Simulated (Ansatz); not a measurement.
# MgS (Niningerite, Fm-3m): a volume series of phonon spectra, part 2 of 4

Aim: how the vibrations of MgS (Niningerite) shift with volume, and the expansion that follows.

Measurements to reproduce:
- heat capacity C_P per formula unit 45.6 J/mol/K near room temperature (given in “High-Throughput Prediction of Finite-Temperature Properties using the Quasi-Harmonic Approximation”, 2016, arXiv:1603.06924)

Ansatz 0.2.0; DFT PBEsol, scalar-relativistic, plane waves, PAW.

So far. Step 2 (Probe on a coarse mesh): The start is under -0.91 GPa at this level and looks like an insulator or semiconductor on this mesh. Step 4 (Tight relaxation): The residual pressure is 0.0032 GPa, small enough for phonons.

## 5. Lattice dynamics at this volume, V/V0 1

Phonons at this volume give one point of F(V, T); meshes stay fixed along the series.

input.yaml reads:

```yaml
crystal:
  lattice:
    - [0.0, 2.590990556, 2.590990556]
    - [2.590990556, 0.0, 2.590990556]
    - [2.590990556, 2.590990556, 0.0]
  atoms:
    - { symbol: Mg, position: [0.0, 0.0, 0.0] }
    - { symbol: S, position: [0.5, 0.5, 0.5] }
kpoints:
  mp_grid: { grid: [8, 8, 8] }
hamiltonian:
  xc: pbesol
scf:
  occupations: { method: fixed }
output:
  eigenvalues: true
phonons:
  method: dfpt
  dielectric: true
  rigid_motions: translations
  qmesh: [4, 4, 4]
  temperatures: { t_max: 1000, t_step: 50 }
  qpath:
    path:
      - [[0.0, 0.0, 0.0], [0.5, 0.0, 0.5], [0.625, 0.25, 0.625]]
      - [[0.375, 0.375, 0.75], [0.0, 0.0, 0.0], [0.5, 0.5, 0.5], [0.5, 0.25, 0.75], [0.5, 0.0, 0.5]]
    npoints: 10
```

Started as:

```
ansatz run input.yaml --threads 4 --pin off --max-ram 8192MiB --backend cpu --events-out ev --progress --plain --runs-dir out
```

Numbers of over 12 decimals in the logs are rounded to 6 here.

What it wrote:

```text
[...]
Crystal: 2 atoms, lattice volume = 34.788 Å³
Basis set: ecut = 420 eV, 645 PW (Γ), exchange–correlation on 50×50×50 points (8 copies of the dense FFT grid, shifted against one another)
Bands: 12, of which v1, the nominal top of the filled ones, is band 8 counted from 1 (7 counted from 0)
Symmetry: 48 space group operations
k-points: 59 of 512 (irreducible under 8 space group operations, time reversal used)
[...]
SCF iter   1: F=—  HF=-2799.920734 eV  |F-HF|=—  |Δ(HF+E_count)|=         —  Δρ=3.82e-3  dr2=6.98e-3  ethr=1.77e-3  ⟨swp⟩=5.3  Hψ=3818  notcnv=0  defer=100
[...]
SCF iter   7: F=-2799.917650 eV  HF=-2799.917650 eV  |F-HF|=9.09e-13  |Δ(HF+E_count)|=  1.31e-10  Δρ=7.81e-8  dr2=2.07e-12  ethr=1.00e-12  ⟨swp⟩=6.0  Hψ=2784  notcnv=0
SCF 1 converged in 7 iterations: F = -2799.917650 eV  dr2 = 2.07e-12
[...]
DFPT response loops at Γ: preconditioner auto → none (the input reference at scf.mixing.eps_inf says where Resta's filter doesn't serve); β = 0.50; Broyden in place of MSR1
── the response to a field inside a basis, on 8×8×8 k-points: an SCF that follows is theirs, and a resumed run solves both again ──
Bands: 9, of which v1, the nominal top of the filled ones, is band 8 counted from 1 (7 counted from 0)
k-points: 60 of 512 (irreducible under 12 space group operations)
[...]
Eigensolver: Dense (60 Hₖ)
SCF iter   1: F=—  HF=-2799.916531 eV  |F-HF|=—  |Δ(HF+E_count)|=         —  Δρ=1.21e-4  dr2=8.59e-7  ethr=1.00e-1
[...]
SCF iter   3: F=-2799.916534 eV  HF=-2799.916534 eV  |F-HF|=1.15e-8  |Δ(HF+E_count)|=   7.19e-7  Δρ=9.77e-6  dr2=1.33e-8  ethr=1.11e-9
SCF 1 converged in 3 iterations: F = -2799.916534 eV  dr2 = 1.33e-8
[...]
NSCF: frozen V_eff on 29 k-points
[...]
DFPT response loops at q = (0, 0, -0.5) (fractional): preconditioner auto → Resta (q_TF=auto, 2.397 Å⁻¹)  ε∞=4.7 (no band partly filled); β = 1.00, the filter's whole step (`scf.mixing.beta` (0.50) is not read by the response loops at its default; to damp them type it under 1.00, their step now; it binds the ground state too); Broyden in place of MSR1
[...]
SCF converged after 7 iterations
Free energy (F): -2799.917650 eV
[...]
Internal energy: -2799.917650 eV  (E = F + TS)
E sigma→0 (E₀):  -2799.917650 eV
Fermi energy:    6.477740 eV
[...]
--- Band table (eV; the first three rows and the last of 59) ---
  k-point 0: bands = [... 4 lower, -6.2739, 6.4777, 6.4777, 6.4777, 10.1678, 14.2831, 14.2831, 14.2831]
  k-point 1: bands = [... 4 lower, -6.1173, 5.4015, 6.3724, 6.3724, 10.9721, 13.9733, 14.5382, 14.5382]
  k-point 2: bands = [... 4 lower, -5.6925, 3.6012, 6.1436, 6.1436, 11.3466, 14.1918, 14.1918, 14.7379]
  k-point 58: bands = [... 4 lower, -4.4807, 3.1486, 3.1486, 4.0526, 11.7237, 14.3091, 14.3091, 14.4836]
--- Phonons (Γ-DFPT): 2 representative perturbations + reference, on 59 of 512 k-points (Σ response iterations 6) ---
  k mesh reduced under 8 symmetry operations, with k and −k counted as one. Each operation leaves every solved perturbation unchanged. A smaller set is not considered because the run solves the response to a homogeneous field
  ASR residual: 3.854e-5 → 0.000e0 eV/Å²; symmetrization residual: 3.539e-6 eV/Å²
  ASR residual per site (eV/Å²): 3.85e-5 2.36e-5
  Γ frequencies (cm⁻¹): 0.00 0.00 0.00 242.63 242.63 242.63
  ε∞ (high-frequency dielectric tensor):
        5.529552     0.000000     0.000000
        0.000000     5.529552    -0.000000
        0.000000    -0.000000     5.529552
  ε⁰ (static dielectric tensor: ions relaxed, cell fixed):
       14.808892     0.000000     0.000000
        0.000000    14.808892    -0.000000
        0.000000    -0.000000    14.808892
  ε⁰ − ε∞ (ionic part):
        9.279340    -0.000000     0.000000
       -0.000000     9.279340    -0.000000
        0.000000    -0.000000     9.279340
  softest optical mode at Γ: 242.63 cm⁻¹; the repairs (sum rule, projections) moved no ω² at Γ by more than (0.82 cm⁻¹)²
  Born effective charges Z* (e; rows j = field, columns β = displacement):
    site 0:
         2.31061   -0.00000    0.00000
         0.00000    2.31061    0.00000
        -0.00000    0.00000    2.31061
    site 1:
        -2.31061    0.00000   -0.00000
        -0.00000   -2.31061   -0.00000
         0.00000   -0.00000   -2.31061
  Z* charge neutrality: 2.114e-4 e pre-enforcement
  solved inside a basis spanned on kpoints, on 8×8×8 k-points, its susceptibility summed on 12×12×12: ε∞ is read to err by 1.4e-2, Z* by 1.1e-2 e (field_mesh: kpoints solves on kpoints); Z* is corrected for what the basis lacks
  optical modes at Γ without the LO–TO term, one row a degenerate level:
      ω (cm⁻¹)  modes    IR ((D/Å)²/amu)
        242.63      3            26.7292
  optical modes at Γ + LO–TO along q̂ = [1.0000, 0.0000, 0.0000]:
      ω (cm⁻¹)  modes    IR ((D/Å)²/amu)
        242.63      2            17.8195
        397.06      1             8.9097
  optical modes at Γ + LO–TO along q̂ = [0.0000, 1.0000, 0.0000]:
      ω (cm⁻¹)  modes    IR ((D/Å)²/amu)
        242.63      2            17.8195
        397.06      1             8.9097
  optical modes at Γ + LO–TO along q̂ = [0.0000, 0.0000, 1.0000]:
      ω (cm⁻¹)  modes    IR ((D/Å)²/amu)
        242.63      2            17.8195
        397.06      1             8.9097
--- Phonons (arbitrary-q DFPT): 8 irreducible q on the 4×4×4 mesh ---
  q = [0.0000, 0.0000, 0.0000] (star 1, of the zone-centre solve; hermiticity 2.37e-6, symmetrization 1.01e-13): -0.00 0.00 0.00 242.63 242.63 242.63
  q = [0.0000, 0.0000, 0.2500] (star 8, 2 solved perturbations on 288 of 512 k-point pairs; hermiticity 3.90e-7, symmetrization 2.14e-12): 114.89 114.89 192.90 232.11 232.11 388.06
[...]
q = [0.0000, 0.2500, 0.2500] (star 6, 4 solved perturbations in 528 linear systems a pass and spin channel, the states on 164 of 512 k-point pairs; hermiticity 1.35e-6, symmetrization 4.64e-13): 106.74 106.74 215.34 256.07 256.07 311.23
[...]
sum rule: each row above includes the acoustic sum rule's correction from the zone centre's row sums; it moved no ω² by more than (0.66 cm⁻¹)²
  mesh force constants: q→R imaginary residual 3.44e-18; ASR residual 3.854e-5 → 0.000e0 eV/Å²; symmetrization residual 2.665e-15 eV/Å²
  interpolated dispersion: 63 rows × 6 modes
  density of states and harmonic sums: on the 24×24×24 q-mesh, interpolated from the force constants of a 4×4×4 supercell (with the dipole–dipole term)
  largest difference from the sums on the solved wave vectors: F 9.47e-3 eV, S 1.35e-5 and C_V 4.00e-6 eV/K
  zero-point energy: 0.083496 eV/cell   skipped modes (ω ≤ 0): 3   left out of the sums: 3.62e-5 of the cell's modes: C_V's classical limit lies that fraction below 3 k_B per atom; for a crystal, a wire or a layer, F and S can be off by more, and a phonons.interpolated_qmesh denser along its periods is the remedy for the sampling
```

Elapsed: 55 s, on 4 threads of Arm Neoverse V1, shared host; peak memory 0.79 GiB.

Numbers from this step:

```yaml
gamma_frequencies: 0, 0, 0, 242.6, 242.6, 242.6 cm⁻¹ (negative: imaginary)
lowest_frequency_on_the_path: 0 cm⁻¹
zero_point_energy: 0.08350 eV/cell
point_group: m-3m
highest_frequency: 397.1 cm⁻¹
debye_temperature_from_the_second_moment: 435 K
```

LO-TO term included. The phonon branches at the labelled points (cm⁻¹):

| point | branch 1 | branch 2 | branch 3 | branch 4 | branch 5 | branch 6 |
| --- | --- | --- | --- | --- | --- | --- |
| Γ | 0 | 0 | 0 | 243 | 243 | 397 |
| halfway | 107 | 107 | 215 | 256 | 256 | 311 |
| X | 124 | 124 | 182 | 269 | 269 | 304 |
| halfway | 133 | 153 | 182 | 264 | 275 | 302 |
| U | 155 | 179 | 211 | 247 | 284 | 295 |
| jump to K | 155 | 179 | 211 | 247 | 284 | 295 |
| halfway | 131 | 146 | 212 | 215 | 264 | 356 |
| Γ | 0 | 0 | 0 | 243 | 243 | 397 |
| halfway | 115 | 115 | 193 | 232 | 232 | 388 |
| L | 180 | 180 | 204 | 204 | 293 | 362 |
| halfway | 174 | 186 | 216 | 244 | 294 | 297 |
| W | 169 | 169 | 234 | 236 | 288 | 288 |
| halfway | 142 | 172 | 181 | 264 | 275 | 300 |
| X | 124 | 124 | 182 | 269 | 269 | 304 |

The phonon branches as a text plot (rows in cm⁻¹):

```
    389 |***                      ************
    372 |   *                    *            ***
    356 |                       *                ***
    339 |    **                *                    *
    323 |                                            *
    306 |      *    *****    **                               ***
    290 |       * **     ****                   **************
    273 |        ********   ****               *        *   *****
    256 |   ******     ***   ** *****         *        **   **
    240 |***    **        **   *    *********         *  ***
    223 |      *                 ***         ***    *****  *
    207 |         **     ** *****               ******      *
    190 |           * **     **  *          *      *****     * *
    174 |    **      *  *****  *                *************** *
    157 |              * **  **            *   *           ** *
    141 |   *          **      ** **          *              ***
    124 |        ******         **        *  *                 **
    108 |      **                *  *       *
     91 |  * **                   **     * *
     74 |   *                             *
     58 | **                        **   *
     41 |                               *
     25 | *                          *  *
      8 |*                            **
         Γ           X  U|K            Γ         L        W     X
```

Tetrahedra on 24 24 24, mean over bins of 5 cm⁻¹. The phonon density of states by wavenumber; read off at these points:

| wavenumber (cm⁻¹) | phonon density of states (1/cm⁻¹/cell) |
| --- | --- |
| 2 | 0 |
| 18 | 5.0e-5 |
| 28 | 2.0e-4 |
| 42 | 5.3e-4 |
| 58 | 0.00103 |
| 72 | 0.00182 |
| 82 | 0.00257 |
| 98 | 0.00434 |
| 112 | 0.00787 |
| 128 | 0.0178 |
| 138 | 0.0199 |
| 152 | 0.0237 |
| 168 | 0.0321 |
| 178 | 0.0363 |
| 182 | 0.0366 |
| 192 | 0.0173 |
| 208 | 0.0333 |
| 212 | 0.0345 |
| 222 | 0.0295 |
| 232 | 0.0229 |
| 248 | 0.0374 |
| 258 | 0.0419 |
| 262 | 0.0388 |
| 272 | 0.0257 |
| 278 | 0.0342 |
| 288 | 0.0249 |
| 292 | 0.0455 |
| 302 | 0.0134 |
| 318 | 0.00679 |
| 328 | 0.00651 |
| 342 | 0.00646 |
| 358 | 0.00659 |
| 372 | 0.00502 |
| 382 | 0.00404 |
| 398 | 2.6e-4 |

Harmonic. Thermo, by row:

| T (K) | F_vib (meV/atom) | S (J/mol-atom/K) | C_V (J/mol-atom/K) |
| --- | --- | --- | --- |
| 0 | 41.75 | 0 | 0 |
| 50 | 41.64 | 0.911 | 2.971 |
| 100 | 40.06 | 5.686 | 11.62 |
| 150 | 35.58 | 11.55 | 17.1 |
| 200 | 28.18 | 16.91 | 19.98 |
| 250 | 18.19 | 21.55 | 21.57 |
| 300 | 5.95 | 25.58 | 22.52 |
| 350 | -8.24 | 29.1 | 23.13 |
| 400 | -24.14 | 32.22 | 23.54 |
| 450 | -41.57 | 35 | 23.82 |
| 500 | -60.37 | 37.52 | 24.03 |
| 550 | -80.42 | 39.82 | 24.18 |
| 600 | -101.6 | 41.93 | 24.3 |
| 650 | -123.9 | 43.88 | 24.39 |
| 700 | -147.1 | 45.69 | 24.47 |
| 750 | -171.2 | 47.38 | 24.53 |
| 800 | -196.2 | 48.97 | 24.58 |
| 850 | -221.9 | 50.46 | 24.62 |
| 900 | -248.4 | 51.87 | 24.65 |
| 950 | -275.7 | 53.2 | 24.68 |
| 1000 | -303.6 | 54.47 | 24.71 |

The modes has structure finer than the step of the table below, so its rows give means over 10 cm⁻¹, whole bins alone (the curve runs from -10 to 418 cm⁻¹). Peaks (cm⁻¹: height): Mg 181.4: 0.0208, 208.3: 0.0174, 254.1: 0.0197, 278.4: 0.0156; S 178.7: 0.0168, 219.1: 0.0203, 254.1: 0.0211, 291.9: 0.0295.

Phonopy on the run's constants, 19x19x19 mesh, Gaussian sigma 3.1 cm⁻¹. The modes by wavenumber; means over each step; values in 1/cm⁻¹/cell:

| wavenumber (cm⁻¹) | Mg | S |
| --- | --- | --- |
| 0 | 1.4e-5 | 2.2e-5 |
| 10 | 6.0e-7 | 1.2e-6 |
| 20 | 3.0e-5 | 3.8e-5 |
| 30 | 1.4e-4 | 1.9e-4 |
| 40 | 1.5e-4 | 2.0e-4 |
| 50 | 4.4e-4 | 5.9e-4 |
| 60 | 3.4e-4 | 4.6e-4 |
| 70 | 8.5e-4 | 0.00113 |
| 80 | 9.2e-4 | 0.00121 |
| 90 | 0.00161 | 0.00208 |
| 100 | 0.00205 | 0.00251 |
| 110 | 0.00357 | 0.00408 |
| 120 | 0.00612 | 0.00594 |
| 130 | 0.00960 | 0.00871 |
| 140 | 0.0109 | 0.00965 |
| 150 | 0.0121 | 0.0106 |
| 160 | 0.0144 | 0.0124 |
| 170 | 0.0167 | 0.0142 |
| 180 | 0.0197 | 0.0157 |
| 190 | 0.0137 | 0.0107 |
| 200 | 0.0128 | 0.00761 |
| 210 | 0.0161 | 0.0157 |
| 220 | 0.0142 | 0.0182 |
| 230 | 0.0121 | 0.0141 |
| 240 | 0.0140 | 0.0141 |
| 250 | 0.0183 | 0.0190 |
| 260 | 0.0186 | 0.0204 |
| 270 | 0.0136 | 0.0160 |
| 280 | 0.0139 | 0.0179 |
| 290 | 0.0100 | 0.0246 |
| 300 | 0.00721 | 0.0149 |
| 310 | 0.00497 | 0.00326 |
| 320 | 0.00425 | 0.00213 |
| 330 | 0.00481 | 0.00194 |
| 340 | 0.00439 | 0.00178 |
| 350 | 0.00473 | 0.00175 |
| 360 | 0.00451 | 0.00176 |
| 370 | 0.00360 | 0.00175 |
| 380 | 0.00271 | 0.00157 |
| 390 | 0.00168 | 0.00111 |
| 400 | 2.5e-4 | 1.8e-4 |
| 410 | 1.5e-7 | 1.0e-7 |

Born charge (rows field, columns displacement) (e), principal values of the symmetric part by kind of site:

| atom | atoms with these values | low | middle | high | mean |
| --- | --- | --- | --- | --- | --- |
| Mg1 | 1 | 2.31 | 2.31 | 2.31 | 2.31 |
| S2 | 1 | -2.31 | -2.31 | -2.31 | -2.31 |

In full for S2:

```
-2.31  0.00  0.00
 0.00 -2.31  0.00
 0.00  0.00 -2.31
```

ε∞:

```
5.53 0.00 0.00
0.00 5.53 0.00
0.00 0.00 5.53
```

No LO-TO term. The modes at Γ (shares of kinetic energy by element, %):

| mode | frequency (cm⁻¹) | symmetry | Mg % | S % |
| --- | --- | --- | --- | --- |
| 1 | 0.0 | T1u | 43 | 57 |
| 2 | 0.0 | T1u | 43 | 57 |
| 3 | 0.0 | T1u | 43 | 57 |
| 4 | 242.6 | T1u | 57 | 43 |
| 5 | 242.6 | T1u | 57 | 43 |
| 6 | 242.6 | T1u | 57 | 43 |

Displacements in mode 4 (242.6 cm⁻¹), the largest set to 1:
```
Mg1 -0.15 -0.27  1.00
S2   0.11  0.20 -0.76
```

No mode is imaginary beyond numerical noise at the solved wavevectors.

## 6. Single point at a scaled cell, V/V0 1.015

Symmetry fixes every atom, so a single point at the scaled cell gives the energy and pressure of this member.

input.yaml, the sections that differ from step 5:

```yaml
crystal:
  lattice:
    - [0.0, 2.6038812685, 2.6038812685]
    - [2.6038812685, 0.0, 2.6038812685]
    - [2.6038812685, 2.6038812685, 0.0]
  atoms:
    - { symbol: Mg, position: [0.0, 0.0, 0.0] }
    - { symbol: S, position: [0.5, 0.5, 0.5] }
output:
  forces: true
  stress: true
  eigenvalues: true
# kpoints, hamiltonian, scf: as in step 5
# phonons: removed
```

What it wrote:

```text
[...]
Crystal: 2 atoms, lattice volume = 35.310 Å³
Basis set: ecut = 420 eV, 701 PW (Γ), exchange–correlation on 50×50×50 points (8 copies of the dense FFT grid, shifted against one another)
Bands: 12, of which v1, the nominal top of the filled ones, is band 8 counted from 1 (7 counted from 0)
Symmetry: 48 space group operations
[...]
k-points: 29 of 512
[...]
SCF iter   1: F=—  HF=-2799.918870 eV  |F-HF|=—  |Δ(HF+E_count)|=         —  Δρ=3.71e-3  dr2=6.71e-3  ethr=1.77e-3  ⟨swp⟩=5.4  Hψ=1873  notcnv=0  defer=45
[...]
SCF iter   6: F=-2799.915800 eV  HF=-2799.915800 eV  |F-HF|=7.63e-9  |Δ(HF+E_count)|=   1.17e-8  Δρ=4.05e-6  dr2=1.04e-8  ethr=2.97e-10  ⟨swp⟩=4.0  Hψ=1657  notcnv=0
SCF 1 converged in 6 iterations: F = -2799.915800 eV  dr2 = 1.04e-8
[...]
SCF converged after 6 iterations
Free energy (F): -2799.915800 eV
[...]
Internal energy: -2799.915800 eV  (E = F + TS)
E sigma→0 (E₀):  -2799.915800 eV
Fermi energy:    6.304574 eV
[...]
--- Stress (GPa, compression-positive) ---
       -1.125244       0.000000       0.000000
        0.000000      -1.125244       0.000000
        0.000000       0.000000      -1.125244
  P = ⅓ Tr σ = -1.1252 GPa (-11.252 kbar)
--- Band table (eV; the first three rows and the last of 29) ---
  k-point 0: bands = [... 4 lower, -6.3612, 6.3046, 6.3046, 6.3046, 9.8784, 14.1194, 14.1194, 14.1194]
  k-point 1: bands = [... 4 lower, -6.2083, 5.2379, 6.2025, 6.2025, 10.6900, 13.7968, 14.3678, 14.3678]
  k-point 2: bands = [... 4 lower, -5.7943, 3.4652, 5.9802, 5.9802, 11.1197, 14.0039, 14.0039, 14.4812]
  k-point 28: bands = [... 4 lower, -4.6207, 3.0399, 3.0399, 3.9213, 11.4935, 14.1140, 14.1140, 14.2531]
```

Elapsed: 0.44 s, on 4 threads; peak memory 0.27 GiB; 1.2 s of CPU time.

Numbers from this step:

* pressure: -1.125 GPa
* gap on the k-mesh: 2.697 eV
* volume per atom: 17.65 Å³

At this level the gap is 2.70 eV on the k-mesh of the self-consistent run, which can miss the band edges.

## 7. Phonons, V/V0 1.015

Phonons at this volume give one point of F(V, T); meshes stay fixed along the series.

input.yaml, the sections that differ from step 6:

```yaml
output:
  eigenvalues: true
phonons:
  method: dfpt
  dielectric: true
  rigid_motions: translations
  qmesh: [4, 4, 4]
  temperatures: { t_max: 1000, t_step: 50 }
  qpath:
    path:
      - [[0.0, 0.0, 0.0], [0.5, 0.0, 0.5], [0.625, 0.25, 0.625]]
      - [[0.375, 0.375, 0.75], [0.0, 0.0, 0.0], [0.5, 0.5, 0.5], [0.5, 0.25, 0.75], [0.5, 0.0, 0.5]]
    npoints: 10
# crystal, kpoints, hamiltonian, scf: as in step 6
```

What it wrote:

```text
[...]
Crystal: 2 atoms, lattice volume = 35.310 Å³
Basis set: ecut = 420 eV, 701 PW (Γ), exchange–correlation on 50×50×50 points (8 copies of the dense FFT grid, shifted against one another)
Bands: 12, of which v1, the nominal top of the filled ones, is band 8 counted from 1 (7 counted from 0)
Symmetry: 48 space group operations
k-points: 59 of 512 (irreducible under 8 space group operations, time reversal used)
[...]
optical modes at Γ + LO–TO along q̂ = [0.0000, 1.0000, 0.0000]:
      ω (cm⁻¹)  modes    IR ((D/Å)²/amu)
        232.45      2            18.0358
        390.58      1             9.0179
  optical modes at Γ + LO–TO along q̂ = [0.0000, 0.0000, 1.0000]:
      ω (cm⁻¹)  modes    IR ((D/Å)²/amu)
        232.45      2            18.0358
        390.58      1             9.0179
--- Phonons (arbitrary-q DFPT): 8 irreducible q on the 4×4×4 mesh ---
[...]
interpolated dispersion: 63 rows × 6 modes
[...]
[key lines of the parts left out:]
SCF converged after 6 iterations
Free energy (F): -2799.915800 eV
Fermi energy:    6.304474 eV
```

The job ended after 58 s (4 threads; peak memory 0.77 GiB).

LO-TO term included. Phonon branches along the path, in cm⁻¹:

| point | branch 1 | branch 2 | branch 3 | branch 4 | branch 5 | branch 6 |
| --- | --- | --- | --- | --- | --- | --- |
| Γ | 0 | 0 | 0 | 232 | 232 | 391 |
| halfway | 106 | 106 | 208 | 246 | 246 | 307 |
| X | 124 | 124 | 181 | 259 | 259 | 294 |
| halfway | 132 | 152 | 181 | 253 | 266 | 292 |
| U | 153 | 178 | 209 | 237 | 275 | 285 |
| jump to K | 153 | 178 | 209 | 237 | 275 | 285 |
| halfway | 130 | 140 | 204 | 210 | 254 | 351 |
| Γ | 0 | 0 | 0 | 232 | 232 | 391 |
| halfway | 112 | 112 | 190 | 223 | 223 | 382 |
| L | 173 | 173 | 197 | 197 | 288 | 357 |
| halfway | 171 | 182 | 208 | 236 | 287 | 291 |
| W | 168 | 168 | 228 | 230 | 278 | 278 |
| halfway | 141 | 170 | 180 | 255 | 265 | 290 |
| X | 124 | 124 | 181 | 259 | 259 | 294 |

The phonon branches as a text plot (rows in cm⁻¹):

```
    382 |***                      ************
    366 |   *                    *            ***
    350 |                       *                ***
    334 |    **                *                    *
    317 |                                            *
    301 |      *     **      **                                **
    285 |       * ***  ******                   ***************
    269 |        *     ********                *       *** ****
    252 |      **********    *******          *        **   *****
    236 |****** **       ***   *    *******           *  ***
    220 |                  *      ***      ****      * **  *
    203 |      *  **     ** *  ***             ********     *
    187 |           ******   **             *      *****     ****
    171 |    **         * ***    *              **************
    155 |              * **  ***           *   *            ***
    138 |   *          **      ** **          *               **
    122 |        ******         **        *  *                 **
    106 |      **                *  *       *
     90 |  * **                   **     * *
     73 |   *                             *
     57 |  *                        **   *
     41 | *                             *
     24 | *                          *  *
      8 |*                            **
         Γ           X  U|K            Γ         L        W     X
```

No mode is imaginary beyond numerical noise at the solved wavevectors. The highest zone-centre mode (no LO–TO term) moved by -4.2 % for a volume change of +1.5 %.

(Part 2 of 4 ends here.)

[Logs are printed without paths, hosts, clocks, repeated set-up lines and the standing remarks that a program may print on its own settings, such as how far it seeks lower states.]

[Hosts, paths, dates, database ids (printed as entryN), source tags and the programs' standing remarks are cut or masked in the printed files.]

[A step with changed settings may run another functional than the one named; its input shows which.]

[Of the runs on displaced cells, only some may be shown.]
